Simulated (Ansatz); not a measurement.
# (ZnSe)2(BeTe)1 [001] superlattice, started as zinc blende: the cell at rest, part 2 of 2

Task: relax (ZnSe)2(BeTe)1 [001] superlattice, started as zinc blende tightly.

Ansatz 0.2.0; DFT PBE, scalar-relativistic, plane waves, PAW.

So far. Step 2 (A coarse first look): The coarse mesh shows a gap of 1.84 eV and a pressure of 2.8 GPa.

The structure was built from a prototype and need not be the compound's stable phase.

## Step 4: Relaxation (continued)

ELF in the ac plane of the conventional cell at fractional y = 0.000, with atoms of Be and Se and Te and Zn within 0.2 Å of it. It is the smooth field of the valence electrons, not physical close to the nuclei.

Values, 24 rows by 14 columns, each cell a mean:
```
0.56 0.56 0.54 0.47 0.31 0.14 0.04 0.02 0.07 0.20 0.38 0.51 0.56 0.56
0.16 0.24 0.40 0.52 0.56 0.42 0.19 0.12 0.27 0.50 0.57 0.48 0.33 0.19
0.06 0.14 0.36 0.59 0.74 0.69 0.45 0.34 0.56 0.74 0.69 0.50 0.26 0.09
0.49 0.56 0.68 0.80 0.81 0.58 0.21 0.12 0.35 0.70 0.83 0.75 0.62 0.52
0.37 0.39 0.41 0.40 0.31 0.14 0.05 0.03 0.07 0.21 0.37 0.41 0.40 0.38
0.03 0.04 0.05 0.08 0.13 0.18 0.21 0.22 0.20 0.16 0.11 0.07 0.04 0.03
0.03 0.02 0.02 0.02 0.04 0.05 0.07 0.07 0.06 0.04 0.03 0.02 0.02 0.03
0.33 0.29 0.21 0.11 0.05 0.02 0.01 0.01 0.01 0.03 0.07 0.15 0.25 0.32
0.73 0.72 0.67 0.55 0.36 0.16 0.04 0.02 0.07 0.23 0.45 0.61 0.70 0.73
0.30 0.49 0.71 0.75 0.63 0.38 0.16 0.11 0.23 0.49 0.70 0.75 0.64 0.39
0.55 0.67 0.78 0.73 0.49 0.26 0.17 0.15 0.19 0.34 0.61 0.77 0.75 0.61
0.63 0.61 0.51 0.31 0.18 0.08 0.02 0.01 0.04 0.12 0.22 0.40 0.56 0.63
0.12 0.12 0.14 0.17 0.18 0.14 0.08 0.07 0.10 0.17 0.18 0.16 0.14 0.12
0.01 0.02 0.05 0.11 0.16 0.19 0.20 0.20 0.20 0.18 0.14 0.08 0.04 0.02
0.02 0.02 0.02 0.04 0.06 0.08 0.10 0.11 0.10 0.07 0.05 0.03 0.02 0.02
0.34 0.29 0.19 0.10 0.04 0.03 0.03 0.03 0.03 0.03 0.06 0.13 0.23 0.32
0.74 0.73 0.68 0.54 0.33 0.13 0.04 0.02 0.06 0.20 0.42 0.61 0.71 0.74
0.29 0.49 0.71 0.75 0.63 0.38 0.16 0.12 0.23 0.49 0.70 0.76 0.64 0.38
0.59 0.70 0.79 0.73 0.47 0.25 0.17 0.15 0.19 0.33 0.59 0.78 0.76 0.64
0.64 0.61 0.51 0.30 0.18 0.08 0.02 0.01 0.03 0.12 0.22 0.39 0.56 0.63
0.12 0.13 0.14 0.16 0.18 0.14 0.09 0.07 0.10 0.16 0.17 0.15 0.13 0.13
0.01 0.02 0.04 0.08 0.12 0.14 0.15 0.16 0.15 0.13 0.10 0.06 0.03 0.01
0.02 0.02 0.02 0.02 0.03 0.04 0.05 0.06 0.05 0.04 0.03 0.02 0.02 0.02
0.26 0.22 0.16 0.09 0.04 0.02 0.01 0.01 0.01 0.02 0.06 0.12 0.19 0.24
```
Columns run along a (4.0 Å), rows up along c (17.2 Å), edges of the conventional cell, whose origin can differ from the input's. Atoms in or near the plane, at fractional coordinates: Be at (0.50, 0.83), Se at (0.00, 0.59), Se at (0.00, 0.26), Te at (0.00, 0.91), Zn at (0.50, 0.50), Zn at (0.50, 0.17).

Valence density in the ac plane of the conventional cell at fractional y = 0.000, with atoms of Be and Se and Te and Zn within 0.2 Å of it. It is the smooth field of the valence electrons, not physical close to the nuclei.

Ten steps, logarithmic in the rise over the least value, from '_' (0 e/Å³) to '@' (26 e/Å³), each cell a mean:
```
::....________________....::
##**==::..__________..--++##
%%##++::....____....::--**##
--::::........__......::::--
____________________________
____________________________
____________________________
____________________________
--::....______________..::--
@@%%==::..________....--**@@
##**--::....::::::..::::==##
........::++%%@@##==::......
________..==**##++--..______
____________......__________
____________________________
____________________________
----::..______________..::--
@@%%==::..________....--**@@
##**--::..::::::::..::::==**
........::++%%@@##==::......
________..--**##++::..______
______________..____________
____________________________
____________________________
```
Columns run along a (4.0 Å), rows up along c (17.2 Å), edges of the conventional cell, whose origin can differ from the input's. Atoms in or near the plane, at fractional coordinates: Be at (0.50, 0.83), Se at (0.00, 0.59), Se at (0.00, 0.26), Te at (0.00, 0.91), Zn at (0.50, 0.50), Zn at (0.50, 0.17).

In this step the volume went from 23.23 to 23.25 Å³/atom.

## Step 5: Relaxing to small forces for the phonons

Phonons need a cell at rest on their own settings, so the relaxation is repeated with tight tolerances on forces and stress on the k mesh and occupations of the first response run.

Contents of input.yaml:

```yaml
crystal:
  lattice:
    - [2.8556024886, 2.8556024886, 0.0]
    - [-2.8396464594, 2.8396464594, 0.0]
    - [2.847624474, 0.0079780146, 8.6028226478]
  atoms:
    - { symbol: Be, position: [0.6748468686, 0.3251531314, 0.6503062629] }
    - { symbol: Se, position: [0.4126595459, 0.0873404541, 0.1746809082] }
    - { symbol: Se, position: [0.7437417324, 0.7562582676, 0.5125165352] }
    - { symbol: Te, position: [0.0941441003, 0.4058558997, 0.8117117993] }
    - { symbol: Zn, position: [-0.003697445, 0.003697445, 0.0073948899] }
    - { symbol: Zn, position: [0.3283051977, 0.6716948023, 0.3433896046] }
kpoints:
  mp_grid: { grid: [8, 8, 8] }
hamiltonian:
  xc: pbe
scf:
  occupations: { method: fixed }
output:
  forces: true
  stress: true
  eigenvalues: true
relax:
  adjacent_minimum: "off"
  f_tol: 0.001
  max_steps: 60
  cell: { stress_tol: 0.01 }
```

On the command line:

```sh
$ ansatz run input.yaml --threads 8 --pin off --max-ram 14336MiB --backend cpu --events-out ev --progress --plain --runs-dir out
```

Numbers of over 12 decimals in the logs are rounded to 6 here.

Output:

```text
[...]
Crystal: 6 atoms, lattice volume = 139.519 Å³
Basis set: ecut = 420 eV, 2737 PW (Γ), exchange–correlation on 54×54×128 points (8 copies of the dense FFT grid, shifted against one another)
Bands: 45, of which v1, the nominal top of the filled ones, is band 37 counted from 1 (36 counted from 0)
Symmetry: 4 space group operations
[...]
- [-2.838555, 2.838555, 1.6075131094381558e-19]
    - [2.846464, 0.00790846, 8.608308]
  atoms:
    - { symbol: Be, position: [0.674836, 0.325164, 0.650328] }
    - { symbol: Se, position: [0.412681, 0.087319, 0.174638] }
    - { symbol: Se, position: [0.743751, 0.756249, 0.512499] }
    - { symbol: Te, position: [0.094148, 0.405852, 0.811704] }
    - { symbol: Zn, position: [-0.00370286, 0.00370286, 0.00740572] }
    - { symbol: Zn, position: [0.328287, 0.671713, 0.343427] }
[key lines of the parts left out:]
SCF converged after 8 iterations
Free energy (F): -24652.483728 eV
Fermi energy:    6.927438 eV
P = ⅓ Tr σ = 0.0001 GPa (0.001 kbar)
```

Elapsed: 78 s, on 8 threads of Arm Neoverse N1, shared host; peak memory 0.93 GiB; 10 min of CPU time.

Little changed from the start: no atom moved by 0.005 Å and no cell edge by 0.1 %.

This step gave:

| Quantity | Value |
| --- | --- |
| pressure | 8.20e-5 GPa |
| gap on the k-mesh | 1.367 eV |
| direct gap on mesh | 1.367 eV |

The largest force component left is 0.24 meV/Å and the pressure is 0.000 GPa, within the tolerances set. The cell now holds 23.25 Å³/atom.

## Step 6: Results

```
space group after relaxation (within 0.01 Å) : Imm2
lattice constant a                           : 4.014 Å
lattice constant b                           : 4.037 Å
lattice constant c                           : 17.217 Å
volume per atom                              : 23.2 Å³
gap on the k-mesh                            : 1.37 eV
```

In words: The largest force component left is 0.24 meV/Å and the pressure is 0.000 GPa, within the tolerances set. The cell now holds 23.25 Å³/atom. The relaxation keeps the symmetry of its start, so it says nothing on stability against lower symmetry. Spin-orbit coupling is left out, which can matter for the heavy elements here. The starting cell was built on a prototype and not taken from a measurement, so the phase need not exist.

[Logs are printed without paths, hosts, clocks, repeated set-up lines and the standing remarks that a program may print on its own settings, such as how far it seeks lower states.]

[Hosts, paths, dates, database ids (printed as entryN), source tags and the programs' standing remarks are cut or masked in the printed files.]
